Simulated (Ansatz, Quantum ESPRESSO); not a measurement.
# Predicting the next point of a tunnelling series: vacuum gaps between two Na(100) faces

**Set-up.** Quantum ESPRESSO 7.5 (pw.x, pwcond.x), PBE, GBRV ultrasoft; geometry as built. T is the transmission per spin at the Fermi level, averaged over the mesh across the current, in a cell of 17.64 Å². The series steps the width of the vacuum gap.

```
width (Å)       T
        5   0.339
        6   0.131
        7  0.0338
        8  0.0083
```

**Question.** What is T at 9 Å?

**Fit.** In the tunnelling regime ln T falls linearly. The last two rows give a slope of ln(0.0338/0.0083)/(8 − 7) = 1.404 per Å, so T(9) ≈ 0.0083 × exp(−1.404 × 1) = 0.00204.

**The withheld run.** T = 0.00196; the estimate is 1.04 times that. The slope over the last interval is 1.446: the same within 8 %. Points of the mesh with over 2.5 times the mean carry 65 % of this T, so the value leans on the mesh. A second code, Ansatz 0.2.0, gives 0.00186.

**Limits.** Short leads, unrelaxed atoms, a barrier without the image potential and an untested mesh.

[Logs are printed without paths, hosts, clocks, repeated set-up lines and the standing remarks that a program may print on its own settings, such as how far it seeks lower states.]
